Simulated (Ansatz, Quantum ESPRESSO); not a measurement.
# CsCaF3 (Pm-3m): phonons by linear response, part 2 of 4

Wanted: phonon bands, density of states and zone-centre response of CsCaF3 (Pm-3m).

Quantum ESPRESSO 7.5; DFT LDA, scalar-relativistic, plane waves, GBRV ultrasoft pseudopotentials.

So far. Step 2 (A probe with smearing): A gap of 6.8 eV opens on this mesh, so the crystal is taken as an insulator; the start stands at -4.1 GPa. Step 4 (Ground state): The cell stands at -0.0060 GPa, close enough for phonons. The relaxed cell has a = 4.405 Å (conventional setting).

## (5) Phonons on a q mesh

Linear response treats each wavevector in the unit cell, with no supercell; the 2×2×2 mesh fixes the range of the force constants to be had.

The input, ph.in:

```
phonons
&INPUTPH
  prefix = 'x'
  outdir = './tmp'
  fildyn = 'x.dyn'
  tr2_ph = 1.0d-18
  epsil  = .true.
  ldisp  = .true.
  nq1    = 2
  nq2    = 2
  nq3    = 2
/
```

Launch:

```bash
$ OMP_NUM_THREADS=1 mpirun -n 8 ph.x -nk 8 -in ph.in > ph.out
```

Numbers of over 12 decimals in the logs are rounded to 6 here.

Output:

```text
[banners, grids, parts of the stress and lines that vanish by symmetry left out]
[banner, memory and clock lines left out]
Program PHONON v.7.5

[...]
Exchange-correlation= PZ
                           (   1   1   0   0   0   0   0)
[...]
(   4 q-points):
[...]
kinetic-energy cut-off    =      45.0000  Ry
     charge density cut-off    =     270.0000  Ry
     convergence threshold     =      1.0E-18
[...]
Exchange-correlation= PZ
                           (   1   1   0   0   0   0   0)
[...]
q = (   0.0000000   0.0000000   0.0000000 )
     49 Sym.Ops. (with q -> -q+G )
     G cutoff =  473.9666  (  43147 G-vectors)     FFT grid: ( 45, 45, 45)
     G cutoff =  315.9777  (  23583 G-vectors)  smooth grid: ( 36, 36, 36)
     number of k points=    10
[...]
Mode symmetry, O_h (m-3m)  point group:
[...]
Dielectric constant
[...]
End of electric fields calculation
          Dielectric constant in cartesian axis
          (       2.483051622       0.000000000       0.000000000 )
          (       0.000000000       2.483051622       0.000000000 )
          (       0.000000000       0.000000000       2.483051622 )
          Effective charges (d Force / dE) in cartesian axis without acoustic sum rule applied (asr)
           atom    1  Cs    Mean Z*:        1.35274
      Ex  (        1.35274        0.00000        0.00000 )
      Ey  (        0.00000        1.35274        0.00000 )
      Ez  (        0.00000        0.00000        1.35274 )
           atom    2  Ca    Mean Z*:        2.45226
      Ex  (        2.45226        0.00000        0.00000 )
      Ey  (        0.00000        2.45226        0.00000 )
      Ez  (        0.00000        0.00000        2.45226 )
           atom    3  F     Mean Z*:       -1.27108
      Ex  (       -1.61046        0.00000        0.00000 )
      Ey  (        0.00000       -1.10139        0.00000 )
      Ez  (        0.00000        0.00000       -1.10139 )
           atom    4  F     Mean Z*:       -1.27108
      Ex  (       -1.10139        0.00000        0.00000 )
      Ey  (        0.00000       -1.61046        0.00000 )
      Ez  (        0.00000        0.00000       -1.10139 )
           atom    5  F     Mean Z*:       -1.27108
      Ex  (       -1.10139        0.00000        0.00000 )
      Ey  (        0.00000       -1.10139        0.00000 )
      Ez  (        0.00000        0.00000       -1.61046 )
          Effective charges Sum: Mean:       -0.00824
[...]
Effective charges (d Force / dE) in cartesian axis with asr applied:
           atom    1  Cs    Mean Z*:        1.35439
[...]
atom    2  Ca    Mean Z*:        2.45391
[...]
atom    3  F     Mean Z*:       -1.26943
[...]
atom    4  F     Mean Z*:       -1.26943
[...]
atom    5  F     Mean Z*:       -1.26943
[...]
Representation #   1 modes #   1   2   3
[...]
End of self-consistent calculation
     Convergence has been achieved
     Representation #   2 modes #   4   5   6
[...]
End of self-consistent calculation
     Convergence has been achieved
     Representation #   3 modes #   7   8   9
[...]
End of self-consistent calculation
     Convergence has been achieved
     Representation #   4 modes #  10  11  12
[...]
End of self-consistent calculation
     Convergence has been achieved
[...]
Convergence has been achieved
[...]
Dielectric constant in cartesian axis
          (       2.483051622       0.000000000       0.000000000 )
          (       0.000000000       2.483051622       0.000000000 )
          (       0.000000000       0.000000000       2.483051622 )
          Effective charges (d Force / dE) in cartesian axis without acoustic sum rule applied (asr)
           atom    1  Cs    Mean Z*:        1.35274
      Ex  (        1.35274        0.00000        0.00000 )
      Ey  (        0.00000        1.35274        0.00000 )
      Ez  (        0.00000        0.00000        1.35274 )
           atom    2  Ca    Mean Z*:        2.45226
      Ex  (        2.45226        0.00000        0.00000 )
      Ey  (        0.00000        2.45226        0.00000 )
      Ez  (        0.00000        0.00000        2.45226 )
           atom    3  F     Mean Z*:       -1.27108
      Ex  (       -1.61046        0.00000        0.00000 )
      Ey  (        0.00000       -1.10139        0.00000 )
      Ez  (        0.00000        0.00000       -1.10139 )
           atom    4  F     Mean Z*:       -1.27108
      Ex  (       -1.10139        0.00000        0.00000 )
      Ey  (        0.00000       -1.61046        0.00000 )
      Ez  (        0.00000        0.00000       -1.10139 )
           atom    5  F     Mean Z*:       -1.27108
      Ex  (       -1.10139        0.00000        0.00000 )
      Ey  (        0.00000       -1.10139        0.00000 )
      Ez  (        0.00000        0.00000       -1.61046 )
          Effective charges Sum: Mean:       -0.00824
[...]
Effective charges (d Force / dE) in cartesian axis with asr applied:
           atom    1  Cs    Mean Z*:        1.35439
[...]
atom    2  Ca    Mean Z*:        2.45391
[...]
atom    3  F     Mean Z*:       -1.26943
[...]
atom    4  F     Mean Z*:       -1.26943
[...]
atom    5  F     Mean Z*:       -1.26943
[...]
Effective charges (d P / du) in cartesian axis
[...]
q = (    0.000000000   0.000000000   0.000000000 )
[...]
freq (    1) =      -0.254515 [THz] =      -8.489709 [cm-1]
     freq (    2) =      -0.254515 [THz] =      -8.489709 [cm-1]
     freq (    3) =      -0.254515 [THz] =      -8.489709 [cm-1]
     freq (    4) =       2.790654 [THz] =      93.086205 [cm-1]
     freq (    5) =       2.790654 [THz] =      93.086205 [cm-1]
     freq (    6) =       2.790654 [THz] =      93.086205 [cm-1]
     freq (    7) =       3.548352 [THz] =     118.360275 [cm-1]
     freq (    8) =       3.548352 [THz] =     118.360275 [cm-1]
     freq (    9) =       3.548352 [THz] =     118.360275 [cm-1]
     freq (   10) =       5.162427 [THz] =     172.200028 [cm-1]
     freq (   11) =       5.162427 [THz] =     172.200028 [cm-1]
     freq (   12) =       5.162427 [THz] =     172.200028 [cm-1]
     freq (   13) =      12.228566 [THz] =     407.901063 [cm-1]
     freq (   14) =      12.228566 [THz] =     407.901063 [cm-1]
[...]
Mode symmetry, O_h (m-3m)  point group:
     freq (   1-   3) =         -8.5  [cm-1]   --> T_1u G_15  G_4- I
     freq (   4-   6) =         93.1  [cm-1]   --> T_1u G_15  G_4- I
     freq (   7-   9) =        118.4  [cm-1]   --> T_2u G_25  G_5-
     freq (  10-  12) =        172.2  [cm-1]   --> T_1u G_15  G_4- I
     freq (  13-  15) =        407.9  [cm-1]   --> T_1u G_15  G_4- I
[...]
Mode symmetry, D_4h(4/mmm) point group:
[...]
Representation #   1 mode #   1
[...]
Convergence has been achieved
     Representation #   2 mode #   2
[...]
Convergence has been achieved
     Representation #   3 mode #   3
[...]
Convergence has been achieved
     Representation #   4 modes #   4   5
[...]
Convergence has been achieved
     Representation #   5 modes #   6   7
[...]
Convergence has been achieved
     Representation #   6 modes #   8   9
[...]
Convergence has been achieved
     Representation #   7 mode #  10
[...]
Convergence has been achieved
[...]
Convergence has been achieved
     Representation #   9 modes #  12  13
[...]
Convergence has been achieved
[...]
q = (    0.000000000   0.000000000  -0.500000000 )
[...]
Mode symmetry, D_4h(4/mmm) point group:
     freq (   1-   2) =         60.1  [cm-1]   --> E_u  X_5' M_5'
     freq (   3-   3) =         86.9  [cm-1]   --> A_2u X_4' M_4'
     freq (   4-   5) =         90.7  [cm-1]   --> E_g  X_5  M_5
     freq (   6-   6) =        133.3  [cm-1]   --> B_1g X_2  M_2
     freq (   7-   8) =        134.4  [cm-1]   --> E_u  X_5' M_5'
     freq (   9-  10) =        164.1  [cm-1]   --> E_g  X_5  M_5
     freq (  11-  11) =        176.8  [cm-1]   --> A_1g X_1  M_1
     freq (  12-  12) =        350.1  [cm-1]   --> A_1g X_1  M_1
     freq (  13-  14) =        407.6  [cm-1]   --> E_g  X_5  M_5
     freq (  15-  15) =        427.8  [cm-1]   --> A_2u X_4' M_4'
[...]
Mode symmetry, D_4h(4/mmm) point group:
[...]
Representation #   8 mode #   9
[...]
Convergence has been achieved
     Representation #  11 modes #  14  15
[...]
Convergence has been achieved
[...]
q = (    0.000000000  -0.500000000  -0.500000000 )
[...]
Mode symmetry, D_4h(4/mmm) point group:
     freq (   1-   1) =         59.3  [cm-1]   --> A_2u X_4' M_4'
     freq (   2-   3) =         67.6  [cm-1]   --> E_u  X_5' M_5'
     freq (   4-   4) =         75.4  [cm-1]   --> B_1g X_2  M_2
     freq (   5-   5) =        126.9  [cm-1]   --> B_1u X_2' M_2'
     freq (   6-   7) =        131.3  [cm-1]   --> E_u  X_5' M_5'
     freq (   8-   9) =        143.7  [cm-1]   --> E_g  X_5  M_5
     freq (  10-  10) =        225.4  [cm-1]   --> A_1g X_1  M_1
     freq (  11-  12) =        302.9  [cm-1]   --> E_u  X_5' M_5'
     freq (  13-  13) =        372.0  [cm-1]   --> A_2g X_4  M_4
     freq (  14-  14) =        407.2  [cm-1]   --> B_1u X_2' M_2'
     freq (  15-  15) =        455.2  [cm-1]   --> B_2g X_3  M_3
[...]
Mode symmetry, O_h (m-3m)  point group:
[...]
Convergence has been achieved
     Representation #   2 mode #   4
[...]
Convergence has been achieved
     Representation #   3 modes #   5   6
[...]
Convergence has been achieved
[...]
Convergence has been achieved
     Representation #   5 modes #  10  11  12
[...]
End of self-consistent calculation
     Convergence has been achieved
     Representation #   6 modes #  13  14  15
[...]
End of self-consistent calculation
     Convergence has been achieved
[...]
q = (   -0.500000000  -0.500000000  -0.500000000 )
[...]
freq (    8) =       5.483707 [THz] =     182.916790 [cm-1]
     freq (    9) =       5.483707 [THz] =     182.916790 [cm-1]
     freq (   10) =       8.897848 [THz] =     296.800273 [cm-1]
     freq (   11) =       8.897848 [THz] =     296.800273 [cm-1]
     freq (   12) =       8.897848 [THz] =     296.800273 [cm-1]
     freq (   13) =      11.141489 [THz] =     371.640083 [cm-1]
     freq (   14) =      11.141489 [THz] =     371.640083 [cm-1]
     freq (   15) =      14.131353 [THz] =     471.371211 [cm-1]
[...]
Mode symmetry, O_h (m-3m)  point group:
     freq (   1-   3) =         66.1  [cm-1]   --> T_2u G_25  G_5-
     freq (   4-   6) =         71.2  [cm-1]   --> T_1u G_15  G_4-
     freq (   7-   9) =        182.9  [cm-1]   --> T_1u G_15  G_4-
     freq (  10-  12) =        296.8  [cm-1]   --> T_2g G_25' G_5+
     freq (  13-  14) =        371.6  [cm-1]   --> E_u  G_12' G_3-
     freq (  15-  15) =        471.4  [cm-1]   --> A_2u G_2'  G_2-
```

Wall time 12 min (8 MPI ranks of Arm Neoverse V1, shared host); 1.6 h of CPU time.

This step gave:

```
miss of the charge sum rule                                        : 0.008240 e
largest acoustic frequency at the zone centre before the sum rule  : -8.49 cm⁻¹
highest optical zone-centre mode (no LO-TO term)                   : 407.9 cm⁻¹
lowest optical zone-centre mode                                    : 93.09 cm⁻¹
mean high-frequency dielectric constant                            : 2.483
largest Born charge in size (third of the trace)                   : 2.452 e
lowest mode on the q mesh (acoustic ones at the zone centre apart) : 59.31 cm⁻¹
```

Frequencies (cm⁻¹) at each irreducible wavevector; negative means imaginary. Frequencies by wavevector:

| q (fractions) | star | mode 1 | mode 2 | mode 3 | mode 4 | mode 13 | mode 14 | mode 15 |
| --- | --- | --- | --- | --- | --- | --- | --- | --- |
| 0 0 0 | 1 | -8.49 | -8.49 | -8.49 | 93.09 | 407.9 | 407.9 | 407.9 |
| 0 0 -0.5 | 3 | 60.15 | 60.15 | 86.88 | 90.73 | 407.6 | 407.6 | 427.8 |
| 0 -0.5 -0.5 | 3 | 59.31 | 67.58 | 67.58 | 75.38 | 371.9 | 407.2 | 455.2 |
| -0.5 -0.5 -0.5 | 1 | 66.09 | 66.09 | 66.09 | 71.16 | 371.6 | 371.6 | 471.4 |

Born charge (rows field, columns displacement), before the sum rule (e), principal values of the symmetric part by kind of site:

| atom | atoms with these values | low | middle | high | mean |
| --- | --- | --- | --- | --- | --- |
| Cs1 | 1 | 1.35 | 1.35 | 1.35 | 1.35 |
| Ca2 | 1 | 2.45 | 2.45 | 2.45 | 2.45 |
| F3 | 3 | -1.61 | -1.10 | -1.10 | -1.27 |

In full for Ca2:

```
2.45 0.00 0.00
0.00 2.45 0.00
0.00 0.00 2.45
```

High-frequency dielectric tensor:

```
2.48 0.00 0.00
0.00 2.48 0.00
0.00 0.00 2.48
```

The acoustic modes at Γ come out as far as 8.5 cm⁻¹ from zero, where they should vanish, a small numerical error; the Born charges miss their sum rule by 0.0082 e, which is good.

## (6) Fourier transform to real space

The dynamical matrices of the mesh are Fourier-transformed to force constants in real space, after the long-range dipole part is taken out.

The input, q2r.in:

```
&INPUT
  fildyn = 'x.dyn'
  zasr   = 'simple'
  flfrc  = 'x.fc'
/
```

Launch:

```bash
$ q2r.x < q2r.in > q2r.out
```

Output:

```text
[banners, grids, parts of the stress and lines that vanish by symmetry left out]
[banner, memory and clock lines left out]
Program Q2R v.7.5

  reading grid info from file x.dyn0

  reading force constants from file x.dyn1
 macroscopic fields = T
   2.48305   0.00000   0.00000
   0.00000   2.48305   0.00000
[...]
na=            1
[...]
na=            2
[...]
na=            3
[...]
na=            4
[...]
na=            5
[...]
0.00000  -1.10139   0.00000
   0.00000   0.00000  -1.61046
  alpha Ewald:    1.755432
  nqs=            1
 q=   0.00000000  0.00000000  0.00000000
  reading force constants from file x.dyn2
  alpha Ewald:    1.755432
  nqs=            3
 q=   0.00000000  0.00000000 -0.50000000
[...]
reading force constants from file x.dyn3
  alpha Ewald:    1.755432
  nqs=            3
[...]
q=  -0.50000000  0.00000000 -0.50000000
  reading force constants from file x.dyn4
  alpha Ewald:    1.755432
  nqs=            1
 q=  -0.50000000 -0.50000000 -0.50000000

      q-space grid ok, #points =    8

      fft-check success (sum of imaginary terms < 10^-12)
```

Run time: 0.49 s. Hardware: 1 thread.

## (7) Dispersion

From the force constants any wavevector is cheap; points of the mesh come back as solved, but for the sum rule and, in polar crystals, the LO-TO term at Γ; the rest is interpolation.

The input, matdyn.in:

```
&INPUT
  asr              = 'simple'
  flfrc            = 'x.fc'
  flfrq            = 'x.freq'
  flvec            = 'x.modes'
  q_in_band_form   = .true.
  q_in_cryst_coord = .true.
/
8
  0.0000000   0.0000000   0.0000000  12  ! GAMMA
  0.0000000   0.5000000   0.0000000  12  ! X
  0.5000000   0.5000000   0.0000000  12  ! M
  0.0000000   0.0000000   0.0000000  12  ! GAMMA
  0.5000000   0.5000000   0.5000000  12  ! R
  0.0000000   0.5000000   0.0000000   1  ! X
  0.5000000   0.5000000   0.5000000  12  ! R
  0.5000000   0.5000000   0.0000000   1  ! M
```

Launch:

```bash
$ matdyn.x -in matdyn.in > matdyn.out
```

Output:

```text
[banner, memory and clock lines left out]
Program MATDYN v.7.5

 mass for atomic type   1 not given; uses mass from file x.fc
 mass for atomic type   2 not given; uses mass from file x.fc
 mass for atomic type   3 not given; uses mass from file x.fc
```

Wall time 0.72 s (1 thread).

Read from the output:

* lowest frequency on the path: 0 cm⁻¹

Matdyn.x, sum rule simple. Phonon branches along the path, in cm⁻¹:

| point | branch 1 | branch 2 | branch 3 | branch 4 | branch 12 | branch 13 | branch 14 | branch 15 |
| --- | --- | --- | --- | --- | --- | --- | --- | --- |
| Γ | 0 | 0 | 0 | 94 | 232 | 408 | 408 | 487 |
| halfway | 41 | 41 | 70 | 93 | 273 | 408 | 408 | 468 |
| X | 60 | 60 | 87 | 91 | 350 | 408 | 408 | 428 |
| halfway | 60 | 64 | 75 | 94 | 327 | 385 | 408 | 452 |
| M | 60 | 68 | 68 | 76 | 303 | 372 | 407 | 455 |
| halfway | 52 | 59 | 72 | 99 | 268 | 393 | 408 | 469 |
| Γ | 0 | 0 | 0 | 94 | 232 | 408 | 408 | 487 |
| halfway | 63 | 63 | 69 | 102 | 262 | 394 | 394 | 472 |
| R | 67 | 67 | 67 | 71 | 297 | 372 | 372 | 472 |
| halfway | 64 | 67 | 71 | 90 | 314 | 382 | 395 | 465 |
| X | 60 | 60 | 87 | 91 | 350 | 408 | 408 | 428 |
| jump to R | 67 | 67 | 67 | 71 | 297 | 372 | 372 | 472 |
| halfway | 66 | 70 | 70 | 72 | 300 | 372 | 391 | 467 |
| M | 60 | 68 | 68 | 76 | 303 | 372 | 407 | 455 |

All branches are real along the path.

## (8) Density of states

Sums over the zone need many more wavevectors than were solved, so the interpolation is sampled on a dense mesh.

The input, matdyn.in:

```
&INPUT
  asr    = 'simple'
  flfrc  = 'x.fc'
  dos    = .true.
  fldos  = 'x.dos'
  nk1    = 10
  nk2    = 10
  nk3    = 10
  deltaE = 1.0
/
```

Launch:

```bash
$ matdyn.x -in matdyn.in > matdyn.out
```

Output:

```text
[banner, memory and clock lines left out]
Program MATDYN v.7.5

 mass for atomic type   1 not given; uses mass from file x.fc
 mass for atomic type   2 not given; uses mass from file x.fc
 mass for atomic type   3 not given; uses mass from file x.fc
```

It took 7.9 s on 1 thread.

Read from the output:

```
share of modes beyond 3i cm⁻¹ on the dense interpolated mesh : 0
zero-point energy per atom                                   : 36.64 meV
heat capacity at 300 K                                       : 22.64 J/(mol atoms K)
vibrational entropy at 300 K                                 : 33.04 J/(mol atoms K)
```

The phonon density of states has structure finer than the step of the table below, so its rows give means over 25 cm⁻¹, whole bins alone (the curve runs from 0 to 486 cm⁻¹). Peaks (cm⁻¹: height): total 60.0: 0.168, 69.0: 0.184, 108.0: 0.0994, 405.0: 0.122; Ca 108.0: 0.0109, 171.0: 0.0185, 300.0: 0.0264, 405.0: 0.0332; Cs 60.0: 0.163, 69.0: 0.175; F 108.0: 0.0854, 117.0: 0.0794, 171.0: 0.0522, 405.0: 0.0889.

Tetrahedra. Table of phonon density of states by wavenumber; means over each step; values in 1/cm⁻¹/cell:

| wavenumber (cm⁻¹) | total | Ca | Cs | F |
| --- | --- | --- | --- | --- |
| 25 | 0.00236 | 3.2e-4 | 0.00159 | 4.5e-4 |
| 50 | 0.0455 | 0.00139 | 0.0421 | 0.00198 |
| 75 | 0.0876 | 8.7e-4 | 0.0698 | 0.0170 |
| 100 | 0.0711 | 0.00706 | 0.00368 | 0.0604 |
| 125 | 0.0591 | 0.00412 | 6.3e-4 | 0.0544 |
| 150 | 0.0481 | 0.00615 | 3.0e-4 | 0.0417 |
| 175 | 0.0541 | 0.0136 | 1.9e-4 | 0.0404 |
| 200 | 0.0343 | 0.0111 | 2.2e-4 | 0.0230 |
| 225 | 0.0144 | 0.00713 | 1.7e-4 | 0.00709 |
| 250 | 0.0144 | 0.00891 | 1.6e-4 | 0.00535 |
| 275 | 0.0162 | 0.0112 | 1.5e-4 | 0.00490 |
| 300 | 0.0236 | 0.0193 | 2.1e-4 | 0.00406 |
| 325 | 0.00725 | 0.00558 | 4.0e-5 | 0.00163 |
| 350 | 6.5e-4 | 5.1e-4 | 1.2e-6 | 1.4e-4 |
| 375 | 0.0220 | 0.00234 | 4.4e-6 | 0.0196 |
| 400 | 0.0584 | 0.0144 | 1.6e-6 | 0.0440 |
| 425 | 2.1e-4 | 1.4e-5 | 0 | 1.9e-4 |
| 450 | 0.0171 | 0.00208 | 3.1e-5 | 0.0150 |

Harmonic thermodynamic functions per atom, summed over the density of states scaled to three modes an atom; melting is ignored. Thermodynamic functions:

| T (K) | F_vib (meV/atom) | S (J/mol-atom/K) | C_V (J/mol-atom/K) |
| --- | --- | --- | --- |
| 0 | 36.64 | 0 | 0 |
| 50 | 35.97 | 4.197 | 7.832 |
| 100 | 31.76 | 11.97 | 14.62 |
| 200 | 12.6 | 24.26 | 20.5 |
| 300 | -17.32 | 33.04 | 22.64 |
| 400 | -55.17 | 39.7 | 23.57 |
| 500 | -99.16 | 45.02 | 24.04 |
| 600 | -148.2 | 49.42 | 24.3 |
| 700 | -201.4 | 53.19 | 24.47 |
| 800 | -258.2 | 56.46 | 24.58 |
| 900 | -318.3 | 59.36 | 24.65 |
| 1000 | -381.2 | 61.96 | 24.71 |

At 300 K the heat capacity has reached 91 % of the Dulong-Petit value.

(Part 2 of 4 ends here.)

[Host names and launcher messages were left out of these logs when they were recorded.]

[Logs are printed without paths, hosts, clocks, repeated set-up lines and the standing remarks that a program may print on its own settings, such as how far it seeks lower states.]

[Hosts, paths, dates, database ids (printed as entryN), source tags and the programs' standing remarks are cut or masked in the printed files.]
